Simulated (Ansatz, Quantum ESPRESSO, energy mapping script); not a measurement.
**CoO: energy mapping under PBE, QE, GBRV**

How strongly do the moments of CoO couple under PBE, QE, GBRV? The plan is to run several orders and fit a Heisenberg model.

Program: Quantum ESPRESSO 7.5. Level of theory: PBE; plane waves, collinear spin, no spin–orbit coupling. Results are calculated unless marked as measured.

The experiments to compare with:

For CoO, rock salt (literature value), “On the Elastic Anisotropy of the Entropy-Stabilized Oxide (Mg, Co, Ni, Cu, Zn)O” (2020, arxiv:2004.06613) quotes earlier work: ordering temperature (Neel temperature) 291 K [literature value quoted in the paper's theory part].

This is a report of a sequence of runs, with most program output left out.

## (1) Starting point

The structure is cubic, space group Fm-3m (No. 225). The conventional cell has a = 4.263 Å, b = 4.263 Å, c = 4.263 Å, α = 90.00°, β = 90.00°, γ = 90.00°. Nearest to Co lie 6 O at 2.13 Å. Nearest to O lie 6 Co at 2.13 Å. Farther neighbours and most contacts between anions are not listed.

A plain semilocal functional is the cheapest rung. It tends to spread open shells too far. These runs use Quantum ESPRESSO.

## (2) Order 1: parallel, cell A of 4 atoms

Each cell gets its own parallel run on the same mesh, so that most of the mesh error cancels in the differences.

The potential files are GBRV's for PBE; pw.x takes the functional from them.

The input, pw.in:

```
&control
  calculation = 'scf'
  prefix = 'pw'
  outdir = './tmp/'
  pseudo_dir = './pseudo/'
  verbosity = 'low'
/
&system
  ibrav = 0
  nat = 4
  ntyp = 2
  ecutwfc = 45
  ecutrho = 360
  nbnd = 38
  occupations = 'smearing'
  smearing = 'fd'
  degauss = 0.00367493
  nspin = 2
  starting_magnetization(1) = 0.1765
/
&electrons
  conv_thr = 1.0e-08
  electron_maxstep = 120
  mixing_beta = 0.3
  mixing_mode = 'plain'
/
ATOMIC_SPECIES
  Co 58.9332 Co.upf
  O 15.9990 O.upf
CELL_PARAMETERS angstrom
  0.00000000 -2.13150000 -2.13150000
  0.00000000 2.13150000 -2.13150000
  4.26300000 0.00000000 0.00000000
ATOMIC_POSITIONS crystal
  Co 0.50000000 0.50000000 0.50000000
  Co 0.00000000 0.00000000 0.00000000
  O 0.50000000 0.50000000 0.00000000
  O 0.00000000 0.00000000 0.50000000
K_POINTS automatic
  11 11 8 0 0 0
```

The run is started by

```sh
> OMP_NUM_THREADS=1 mpirun -n 4 pw.x -nk 4 -in pw.in > pw.out
```

It took 42 s on 4 MPI ranks of Arm Neoverse V2, shared host; peak memory 0.5 GiB; 2.8 min of CPU time.

Spin moment in the sphere by atom:

```
atom  spin moment in the sphere (μB)
 Co1                            2.55
 Co2                            2.55
  O3                            0.34
  O4                            0.34
```

The run ends ferromagnetic.

## (3) Order 2: compensated +−, cell A of 4 atoms

This order reverses 8 of the 12 neighbours at 3.01 Å and 0 of the 6 neighbours at 4.26 Å, counted for an average magnetic atom.

pw.in: that of step 2 with these lines changed.

```diff
@@ -10,6 +10,6 @@
   nat = 4
-  ntyp = 2
+  ntyp = 3
   ecutwfc = 45
   ecutrho = 360
-  nbnd = 38
+  nbnd = 35
   occupations = 'smearing'
@@ -19,2 +19,3 @@
   starting_magnetization(1) = 0.1765
+  starting_magnetization(2) = -0.1765
 /
@@ -27,3 +28,4 @@
 ATOMIC_SPECIES
-  Co 58.9332 Co.upf
+  Co1 58.9332 Co.upf
+  Co2 58.9332 Co.upf
   O 15.9990 O.upf
@@ -34,4 +36,4 @@
 ATOMIC_POSITIONS crystal
-  Co 0.50000000 0.50000000 0.50000000
-  Co 0.00000000 0.00000000 0.00000000
+  Co1 0.50000000 0.50000000 0.50000000
+  Co2 0.00000000 0.00000000 0.00000000
   O 0.50000000 0.50000000 0.00000000
```

Elapsed: 47 s, on 4 MPI ranks; peak memory 0.49 GiB.

Spin moment in the sphere by atom:

```
atom  spin moment in the sphere (μB)
 Co1                            2.35
 Co2                           -2.35
  O3                           -0.11
  O4                            0.11
```

The run ends antiferromagnetic, 89.35 meV a magnetic atom above the parallel order of its cell (energies taken at zero occupation width, not the printed F).

## (4) Order 3: parallel, cell B of 4 atoms

A new cell needs its own zero of energy.

This run holds the same structure in another cell (c 4.263 → 5.221 Å, α 90.0 → 73.2°, β 90.0 → 73.2°, γ 90.0 → 60.0°).

The input, pw.in:

```
&control
  calculation = 'scf'
  prefix = 'pw'
  outdir = './tmp/'
  pseudo_dir = './pseudo/'
  verbosity = 'low'
/
&system
  ibrav = 0
  nat = 4
  ntyp = 2
  ecutwfc = 45
  ecutrho = 360
  nbnd = 38
  occupations = 'smearing'
  smearing = 'fd'
  degauss = 0.00367493
  nspin = 2
  starting_magnetization(1) = 0.1765
/
&electrons
  conv_thr = 1.0e-08
  electron_maxstep = 120
  mixing_beta = 0.3
  mixing_mode = 'plain'
/
ATOMIC_SPECIES
  Co 58.9332 Co.upf
  O 15.9990 O.upf
CELL_PARAMETERS angstrom
  0.00000000 -2.13150000 -2.13150000
  -2.13150000 0.00000000 -2.13150000
  2.13150000 2.13150000 -4.26300000
ATOMIC_POSITIONS crystal
  Co 0.50000000 0.50000000 0.50000000
  Co 0.00000000 0.00000000 0.00000000
  O 0.75000000 0.75000000 0.75000000
  O 0.25000000 0.25000000 0.25000000
K_POINTS automatic
  13 13 13 0 0 0
```

Elapsed: 1.8 min, on 4 MPI ranks; peak memory 0.7 GiB; 7 min of CPU time.

The run ends ferromagnetic. For each magnetic atom its energy differs from the parallel run of the first cell by 0.11 meV, an error that one common reference would have brought in.

## (5) Run 4 (compensated +−; cell B, 4 atoms)

This order reverses 6 of the 12 neighbours at 3.01 Å and 6 of the 6 neighbours at 4.26 Å, counted for an average magnetic atom.

pw.in: that of step 4 with these lines changed.

```diff
@@ -10,6 +10,6 @@
   nat = 4
-  ntyp = 2
+  ntyp = 3
   ecutwfc = 45
   ecutrho = 360
-  nbnd = 38
+  nbnd = 35
   occupations = 'smearing'
@@ -19,2 +19,3 @@
   starting_magnetization(1) = 0.1765
+  starting_magnetization(2) = -0.1765
 /
@@ -27,3 +28,4 @@
 ATOMIC_SPECIES
-  Co 58.9332 Co.upf
+  Co1 58.9332 Co.upf
+  Co2 58.9332 Co.upf
   O 15.9990 O.upf
@@ -34,4 +36,4 @@
 ATOMIC_POSITIONS crystal
-  Co 0.50000000 0.50000000 0.50000000
-  Co 0.00000000 0.00000000 0.00000000
+  Co1 0.50000000 0.50000000 0.50000000
+  Co2 0.00000000 0.00000000 0.00000000
   O 0.75000000 0.75000000 0.75000000
```

It took 98 s on 4 MPI ranks; peak memory 0.68 GiB.

The run ends antiferromagnetic, 130.35 meV a magnetic atom below the parallel order of its cell (energies taken at zero occupation width, not the printed F).

## (6) Parallel start in cell C (6 atoms)

The input, pw.in:

```
&control
  calculation = 'scf'
  prefix = 'pw'
  outdir = './tmp/'
  pseudo_dir = './pseudo/'
  verbosity = 'low'
/
&system
  ibrav = 0
  nat = 6
  ntyp = 2
  ecutwfc = 45
  ecutrho = 360
  nbnd = 55
  occupations = 'smearing'
  smearing = 'fd'
  degauss = 0.00367493
  nspin = 2
  starting_magnetization(1) = 0.1765
/
&electrons
  conv_thr = 1.5e-08
  electron_maxstep = 120
  mixing_beta = 0.3
  mixing_mode = 'plain'
/
ATOMIC_SPECIES
  Co 58.9332 Co.upf
  O 15.9990 O.upf
CELL_PARAMETERS angstrom
  0.00000000 -2.13150000 -2.13150000
  -4.26300000 0.00000000 0.00000000
  2.13150000 4.26300000 -2.13150000
ATOMIC_POSITIONS crystal
  Co 0.66666667 0.66666667 0.33333333
  Co 0.33333333 0.33333333 0.66666667
  Co 0.00000000 0.00000000 0.00000000
  O 0.66666667 0.16666667 0.33333333
  O 0.33333333 0.83333333 0.66666667
  O 0.00000000 0.50000000 0.00000000
K_POINTS automatic
  12 12 12 0 0 0
```

Wall time 3.5 min (4 MPI ranks); peak memory 1.4 GiB.

The run was stopped unfinished when the time set aside for it ran out, so what it printed is not taken as a result.

## (7) Parallel start in cell D (6 atoms)

The parallel order again, as the reference for this cell.

The input, pw.in:

```
&control
  calculation = 'scf'
  prefix = 'pw'
  outdir = './tmp/'
  pseudo_dir = './pseudo/'
  verbosity = 'low'
/
&system
  ibrav = 0
  nat = 6
  ntyp = 2
  ecutwfc = 45
  ecutrho = 360
  nbnd = 55
  occupations = 'smearing'
  smearing = 'fd'
  degauss = 0.00367493
  nspin = 2
  starting_magnetization(1) = 0.1765
/
&electrons
  conv_thr = 1.5e-08
  electron_maxstep = 120
  mixing_beta = 0.3
  mixing_mode = 'plain'
/
ATOMIC_SPECIES
  Co 58.9332 Co.upf
  O 15.9990 O.upf
CELL_PARAMETERS angstrom
  0.00000000 2.13150000 2.13150000
  0.00000000 2.13150000 -2.13150000
  -6.39450000 -2.13150000 0.00000000
ATOMIC_POSITIONS crystal
  Co 0.00000000 0.00000000 0.00000000
  Co 0.33333333 0.33333333 0.66666667
  Co 0.66666667 0.66666667 0.33333333
  O 0.83333333 0.83333333 0.66666667
  O 0.16666667 0.16666667 0.33333333
  O 0.50000000 0.50000000 0.00000000
K_POINTS automatic
  11 11 11 0 0 0
```

The job ended after 2.1 min (4 MPI ranks; peak memory 0.85 GiB).

The run ends ferromagnetic. For each magnetic atom its energy differs from the parallel run of the first cell by -0.03 meV, an error that one common reference would have brought in.

## (8) Uncompensated ++− start in cell D (6 atoms)

This order reverses 5.33 of the 12 neighbours at 3.01 Å and 1.33 of the 6 neighbours at 4.26 Å, counted for an average magnetic atom.

pw.in: that of step 7 with these lines changed.

```diff
@@ -10,6 +10,6 @@
   nat = 6
-  ntyp = 2
+  ntyp = 3
   ecutwfc = 45
   ecutrho = 360
-  nbnd = 55
+  nbnd = 52
   occupations = 'smearing'
@@ -19,2 +19,3 @@
   starting_magnetization(1) = 0.1765
+  starting_magnetization(2) = -0.1765
 /
@@ -27,3 +28,4 @@
 ATOMIC_SPECIES
-  Co 58.9332 Co.upf
+  Co1 58.9332 Co.upf
+  Co2 58.9332 Co.upf
   O 15.9990 O.upf
@@ -34,5 +36,5 @@
 ATOMIC_POSITIONS crystal
-  Co 0.00000000 0.00000000 0.00000000
-  Co 0.33333333 0.33333333 0.66666667
-  Co 0.66666667 0.66666667 0.33333333
+  Co1 0.00000000 0.00000000 0.00000000
+  Co1 0.33333333 0.33333333 0.66666667
+  Co2 0.66666667 0.66666667 0.33333333
   O 0.83333333 0.83333333 0.66666667
```

It took 3 min on 4 MPI ranks; peak memory 0.84 GiB.

The run ends ferrimagnetic, 22.01 meV a magnetic atom above the parallel order of its cell (energies taken at zero occupation width, not the printed F).

## (9) The fit

Each energy difference is a sum of couplings weighted by the pairs that the order reverses. A few near shells are fitted to the differences by least squares. Energies are those extrapolated to zero occupation width, not the free energies F.

The orders side by side; each is measured from the parallel order in the same cell and on the same mesh:

```
                      order  atoms  energy (meV a magnetic atom)  moments (μB)  moments kept as typed  opposed neighbours at 3.01, 4.26 Å
         parallel in cell A      4                          0.00          2.55                    yes                                0, 0
   compensated +− in cell A      4                         89.35          2.35                    yes                                8, 0
         parallel in cell B      4                          0.00          2.55                    yes                                0, 0
   compensated +− in cell B      4                       -130.35          2.40                    yes                                6, 6
         parallel in cell D      6                          0.00          2.55                    yes                                0, 0
uncompensated ++− in cell D      6                         22.01  2.36 to 2.47                    yes                          5.33, 1.33
```

Couplings from the energies, with E = −Σ J e·e over ordered pairs:

```
 pair  distance (Å)  neighbours  J (meV)
Co–Co          3.01          12     5.74
Co–Co          4.26           6    -16.5
```

Adding the shell at 5.22 Å gives 4.4, -16 and 0.59 meV and a mean-field temperature of 763 K, an exact solve that tests nothing.

The script's first fit took in one more shell; these couplings, and the temperatures drawn from them, were computed anew from the same energies.

Limits of this fit: 1 of the orders did not finish or lost their signs.

In mean field these couplings order at 766 K, at q = (0.50, 0.50, 0.50) in fractions of the conventional cell's reciprocal vectors, and give a Curie–Weiss temperature of -234 K.

## (10) Finite temperature

Mean field ignores fluctuations and overstates the ordering temperature, so the model is also sampled. The heat capacity peaks where order sets in.

Classical unit spins with these couplings on 8×8×4 copies of a cell that holds the lowest order (512 spins), heat-bath sweeps, cooled from random directions, 300 sweeps to settle and 900 measured at each temperature.

```
T (K)  order along the lowest pattern  net moment  heat capacity (k_B a spin)
 92.0                            0.36        0.01                        1.01
  171                            0.28        0.01                        1.10
  250                            0.42        0.02                        1.13
  329                            0.28        0.02                        1.35
  408                            0.35        0.02                        1.59
  487                            0.24        0.03                        1.77
  527                            0.21        0.03                        1.74
  606                            0.16        0.03                        1.12
  685                            0.12        0.03                        0.66
  764                            0.09        0.03                        0.36
  843                            0.08        0.03                        0.31
```

The smoothed heat capacity peaks at 495 K. The order column follows one pattern alone; equivalent domains or another pattern share the rest.

## (11) What came out

| Item | Value |
| --- | --- |
| lowest order tried | compensated +− in cell B |
| largest fitted value, Co–Co at 4.26 Å | -16.5 meV |
| ordering temperature, mean field | 766 K |
| heat-capacity peak, Monte Carlo | 495 K |

Of the orders tried, CoO prefers the order “compensated +− in cell B” under PBE, QE, GBRV, with 6 of 12 neighbours at 3.01 Å and 6 of 6 neighbours at 4.26 Å opposed, and the heat capacity of the fitted model peaks near 495 K (Monte Carlo, classical spins). The largest fitted coupling is the Co–Co pair at 4.26 Å, antiferromagnetic at -17 meV, across a ligand at about 180°. It also takes up the part of reversed shells that are not fitted, so neither its size nor its rank as a single path is established. The orders also reverse pairs at 5.22 and 6.03 Å, which are not fitted, so the fitted values hold their part too. With 3 differences for 2 couplings the fit misses by 4.9 meV at most, a small part of the spread. Taking in the shell at 5.22 Å as well gives 4.4, -16 and 0.59 meV and a mean-field temperature of 763 K. The shorter fit, which has an equation to spare, is the one used. In the fitted orders moments change by up to 7.8 % against the parallel run of the same cell, so the mapping is rough. Every order is gapless on its mesh at this level. In a metal exchange reaches farther, and a short model of fixed moments is less apt; where the compound is in fact an insulator, these couplings come from a wrongly metallic state. Monte Carlo puts the peak at 0.65 of the mean-field temperature, since mean field leaves out fluctuations. In tests on simple cubic and body-centred models such peaks lay 5 to 6 % under the bulk value. On cooling, the order along the one computed pattern stays at or under 0.43: the model settles in an equivalent domain, a degenerate mixture or another order. The parallel order holds 3 μB a magnetic atom, spin 1.5; the common factor (S+1)/S would raise the classical 495 K to 825 K, a correction that often overshoots. The classical value and the one scaled by (S+1)/S differ by a factor of 1.7, so closeness of either to the measured temperature is partly a matter of convention.

1 further run of the session is left out of this account and of its counts and ranges: runs hit by known faults of a program or its files, repeats, responses too ill-conditioned to give a U, cells squeezed past sense, harmless faults, or fits whose shells could not be counted again from the structure.

Computed beside measured:

```
                             quantity  measured  PBE, QE, GBRV, Monte Carlo  PBE, QE, GBRV, Monte Carlo × (S+1)/S
ordering temperature (spin model) (K)       291               495 (+70.1 %)                        825 (+183.4 %)
```

Measured values from arxiv:2004.06613 (2020).

Verdict: For the ordering temperature, of the levels listed nearest comes PBE, QE, GBRV, Monte Carlo (+70.1 %, a clear miss) and farthest PBE, QE, GBRV, Monte Carlo × (S+1)/S (+183.4 %, a clear miss). No cell relaxation is part of this session.

[Logs and program files are shortened in this print: banners, set-up blocks, solver, clock and traceback lines can be left out without a mark of their own.]

[Logs are printed without paths, hosts, clocks, repeated set-up lines and the standing remarks that a program may print on its own settings, such as how far it seeks lower states.]

[Hosts, paths, dates, database ids (printed as entryN), source tags and the programs' standing remarks are cut or masked in the printed files.]

[Where a cell is said to come from a database of computed structures, the database is the Materials Project.]
